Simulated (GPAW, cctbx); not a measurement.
# How far are the atoms of NaCoCl3 from free atoms?

Aim: compute the bonding part of the density of NaCoCl3, find which reflections carry it, and see how it biases an ordinary refinement.

The cell comes from substitution in a known structure type and wasn't matched to any measured phase. All numbers below are calculated.

## Step 1: Find the equilibrium geometry

The density hangs on the geometry, so cell and atoms are relaxed first, with the symmetry held. The cutoff is set higher than for the density because stress converges slowly with plane waves.

Settings: GPAW 26.7.0, PBE, 570 eV, 3×3×3 k-points, Fermi–Dirac width 0.05 eV, spin-polarised, BFGS to 0.03 eV/Å.

```text
cell
1.0
     4.934000000    0.000000000    0.000000000
     0.000000000    4.934000000    0.000000000
     0.000000000    0.000000000    4.934000000
Co Cl Na
1 3 1
Direct
0.000000000 0.000000000 0.000000000
0.500000000 0.000000000 0.000000000
0.000000000 0.000000000 0.500000000
0.000000000 0.500000000 0.000000000
0.500000000 0.500000000 0.500000000
```

```console
$ OMP_NUM_THREADS=1 mpirun -n 4 gpaw python run.py > gpaw.log
```

```text
BFGS:    0      -19.386313        0.300457
BFGS:    1      -19.388762        0.288540
BFGS:    2      -19.411089        0.048336
BFGS:    3      -19.413603        0.004335
cell  4.8428 4.8428 4.8428  90.00 90.00 90.00
volume 113.576 A^3, largest force 0.000 eV/A, largest stress 0.03 GPa
```

After 3 steps the volume has changed by -5.4 % and the energy by -0.027 eV; the largest stress left is 0.03 GPa. It took 25 s on 4 cores of Intel(R) Xeon(R) Platinum 8488C (Sapphire Rapids) (shared host), peak memory 0.97 GiB.

Relaxed structure: Pm-3m (no. 221), a = 4.8428 Å, b = 4.8428 Å, c = 4.8428 Å, α = 90.00°, β = 90.00°, γ = 90.00°.

```csv
atom,mult.,x,y,z
Co1,1,0,0,0
Cl1,3,1/2,0,0
Na1,1,1/2,1/2,1/2
```

## Step 2: The all-electron density

X-rays see the whole electron density, so the PAW density is rebuilt with its core regions. Subtracting spherical free atoms from the same code cancels the cores and leaves the deformation density Δρ, the part due to bonding.

Settings: PBE, 450 eV, 4×4×4 k-points, Fermi–Dirac width 0.05 eV, spin-polarised; primitive cell of 5 atoms.

```console
$ OMP_NUM_THREADS=1 mpirun -n 4 gpaw python run.py > gpaw.log
```

```text
|iter:   1|       0s |  -19.320711 | -0.21 |       |  +2.0030|
|iter:   2|       1s |  -19.266438 | -1.56 | -1.23 |  +2.0098|
|iter:   3|       2s |  -19.120906 | -2.33 | -1.25 |  +2.1540|
...
|iter:   9|       5s |  -19.271603c| -6.20 | -3.65 |  +2.6566|
|iter:  10|       6s |  -19.271611c| -6.94 | -3.99 |  +2.6558|
|iter:  11|       6s |  -19.271611c| -7.94c| -5.03c|  +2.6559|
```

```text
grid (48, 48, 48)  electrons 89.000  moved by bonding 1.005 e
deformation density beyond 0.5 A of the nuclei: max 0.543, min -0.700 e/A^3
atom        x       y       z   Voronoi charge  moment
Co1    0.0000  0.0000  0.0000      0.147       2.26
Cl2    0.5000  0.0000  0.0000     -0.163       0.05
Cl3    0.0000  0.0000  0.5000     -0.163       0.05
Cl4    0.0000  0.5000  0.0000     -0.163       0.05
Na5    0.5000  0.5000  0.5000      0.341       0.00
mean inner potential of superposed free atoms 10.936 V
total magnetic moment 2.656 muB
```

Deformation density in a plane through the shortest contact of the Co atom at the origin, in 0.01 e/Å³ (clipped at ±99); x from -1.6 to 4.0 Å, y from 2.4 down to -2.4 Å:

```text
  0   2   5   3   .   .   5   3   1   0  -1  -1  -1   0   2   5
  0   1   3   0   .  -4   3   2   0   0  -1  -1  -1   0   1   3
  0   0   1   2   3   3   2   1   0   0   0   0   0   0   0   1
  0  -1  -1   0   1   1   0  -1   0   1   2   2   1   0  -1  -1
  1   0  -3  -3 -14  -8  -3  -2   1   2   4   5   3   1  -1  -3
  3   1  -4  10   .  13  -2  -2   3   1   0   .  -1   3   0  -4
  3   1 -12 -88   .   . -32  -4   4  -3   .   .  -7   3   1 -14
  3   1  -4  10   .  13  -2  -2   3   1   0   .  -1   3   0  -4
  1   0  -3  -3 -14  -8  -3  -2   1   2   4   5   3   1  -1  -3
  0  -1  -1   0   1   1   0  -1   0   1   2   2   1   0  -1  -1
  0   0   1   2   3   3   2   1   0   0   0   0   0   0   0   1
  0   1   3   0   .  -4   3   2   0   0  -1  -1  -1   0   1   3
  0   2   5   3   .   .   5   3   1   0  -1  -1  -1   0   2   5
```

Atoms in or within 0.15 Å of the plane: Co (0.0, 0.0), Cl (2.4, 0.0), Cl (0.0, 2.4), Cl (0.0, -2.4) Å. Dots mark points within about 0.45 Å of a nucleus; large values next to them are atomic features.

Cl gains most (-0.16 e) and Na loses most (+0.34 e), as electronegativity suggests. Such charges fall far short of formal ones, since overlapping free atoms already put density on their neighbours. Along the shortest contact from the Co atom at the map's origin, Co–Cl at 2.42 Å, Δρ is +0.01 e/Å³ at the midpoint and highest, +0.04, 1.51 Å from Co (points within 0.5 Å of a nucleus left out): little piles up between the atoms. Point values carry grid noise of about 0.01 e/Å³. The cell's moment is 2.66 μB; the largest inside an atomic sphere is 2.26 μB. The run needed 11 iterations, 12 s.

## Step 3: Structure factors

The Fourier components of Δρ, added to those of the free atoms, give the static X-ray structure factors; the Mott–Bethe relation turns them into the Fourier components V of the potential that fast electrons feel.

```text
static structure factors of the conventional cell: F in electrons, V (Mott-Bethe) in volts
   h  k  l      d  |F| table  |F| free   |F| DFT   change   |V| free  |V| DFT  change %
   0  1  0  4.8428    30.056    30.073    30.307    0.234     2.770    2.549     -8.0
   0  1  1  3.4244    18.388    18.372    18.165   -0.207     1.244    1.342      7.9
   1  1  1  2.7960    24.730    24.799    25.002    0.203     3.218    3.154     -2.0
   0  2  0  2.4214    64.514    64.443    64.666    0.223     5.811    5.758     -0.9
   0  2  1  2.1658    23.240    23.191    23.289    0.098     1.857    1.838     -1.0
   1  2  1  1.9771    16.289    16.112    16.271    0.160     0.771    0.746     -3.3
   0  2  2  1.7122    54.148    54.067    54.065   -0.002     4.133    4.133      0.0
   1  2  2  1.6143    20.060    20.022    20.055    0.033     1.365    1.361     -0.3
   0  3  0  1.6143    20.060    20.022    19.961   -0.061     1.365    1.371      0.5
   0  3  1  1.5314    14.230    14.099    14.173    0.074     0.653    0.646     -1.1
   1  3  1  1.4602    16.550    16.636    16.494   -0.142     1.580    1.592      0.8
   2  2  2  1.3980    47.984    47.937    47.934   -0.003     3.239    3.239      0.0
   0  3  2  1.3432    18.129    18.114    18.114    0.000     1.084    1.084     -0.0
   1  3  2  1.2943    12.394    12.325    12.402    0.077     0.586    0.581     -0.9
```

The largest X-ray change is +0.23 e on 010, 0.8 % of |F|. For electrons V goes as (Z − F)/g², so a change of F counts against Z − F, which is small at low angle and wherever the atoms' terms cancel: |V| of 010 moves by -8.0 % (2.77 to 2.55 V) against +0.8 % in |F|. The last three rows still change by up to 0.08 e; the table stops while the angles are still low. The tabulated Hartree–Fock atoms differ from the free DFT atoms by up to 0.18 e, so the choice of reference atom matters too.

## Step 4: The functional ladder

The same geometry is run with other functionals, to see whether the bonding signal is larger than the spread between approximations. Free atoms are LDA for LDA and PBE otherwise; meta-GGAs and hybrids keep PBE cores. Any other changed setting is in the row's label.

| run | ΔF 010 (e) | ΔF 020 (e) | ΔF 011 (e) | q(Cl) (e) | moved (e) | time |
| --- | --- | --- | --- | --- | --- | --- |
| PBE | +0.234 | +0.223 | -0.207 | -0.163 | 1.005 | 12 s |
| LDA | +0.228 | +0.186 | -0.176 | -0.144 | 0.831 | 11 s |
| r2SCAN | +0.212 | +0.244 | -0.241 | -0.193 | 1.122 | 37 s |

At the base's settings ΔF(010) spans +0.212 to +0.234 e, a spread of 9 % of the PBE value; over the three listed reflections the spread is at most 31 %, so the sign holds and the size hangs on the functional. Times are from shared hosts.

## Step 5: Refining ordinary atoms against data with bonding

Routine crystallography fits spherical atoms. To see the bias, intensities are simulated from tabulated atoms plus the DFT change ΔF, so that bonding alone can misfit (3790 reflections of the full sphere, merged to the counts below, to 0.5 Å, 1 % proportional noise plus counting noise, assumed isotropic U as listed, Δρ smeared by the mean U) and refined with cctbx over different ranges.

| range | data | R1 | GooF | U Co1 (true 0.0036) | U Cl1 (true 0.0042) | U Na1 (true 0.0048) | largest shift (Å) | Δρ max, min (e/Å³) |
| --- | --- | --- | --- | --- | --- | --- | --- | --- |
| all data | 129 | 0.0051 | 2.37 | 0.0036 | 0.0042 | 0.0048 | 0.0000 | 0.38, -0.55 |
| low resolution, d > 0.84 | 36 | 0.0041 | 2.42 | 0.0036 | 0.0043 | 0.0050 | 0.0000 | 0.06, -0.11 |
| high order, d < 0.75 | 81 | 0.0064 | 2.41 | 0.0036 | 0.0042 | 0.0048 | 0.0000 | 0.29, -0.53 |
| occupancies free, d > 0.7 | 54 | 0.0040 | 2.26 | 0.0037 | 0.0042 | 0.0048 | 0.0000 | 0.09, -0.18 |

With all data GooF is 2.37, so the misfit of spherical atoms stands above the noise; the top residual peak lies 0.00 Å from Co and 2.42 Å from Cl, on the atom. No U is off by more than 3 s.u. at low resolution. Symmetry fixes every coordinate, so the shifts are zero by construction. With Co1 held at 1 and the scale free, the other occupancies refine to Cl1 0.998(0.002) and Na1 0.995(0.005), within three s.u. of full.

## Step 6: Answer

Bonding moves 1.00 e in the primitive cell of NaCoCl3 and changes the structure factors of the conventional cell in the table above by at most 0.23 e (010, 0.8 %), and among reflections above 2 % of the strongest by up to 1.1 % (011). The shortest bond, Co–Cl, has Δρ = +0.01 e/Å³ at its midpoint. At the base's settings ΔF(010) spans +0.212 to +0.234 e, a spread of 9 % of the PBE value; over the three listed reflections the spread is at most 31 %, so the sign holds and the size hangs on the functional. With all data GooF is 2.37, so the misfit of spherical atoms stands above the noise. Limits: static density, frozen cores, no spin–orbit coupling; a ferromagnetic start is the only order tried, and the real ground state may be antiferromagnetic or insulating; no Hubbard U on Co.

[Outputs are excerpts: Python notices, other lines and further rows are left out; steps that failed or that the build refused (PBEsol, TPSS) are not shown.]

[Logs are printed without paths, hosts, clocks, repeated set-up lines and the standing remarks that a program may print on its own settings, such as how far it seeks lower states.]
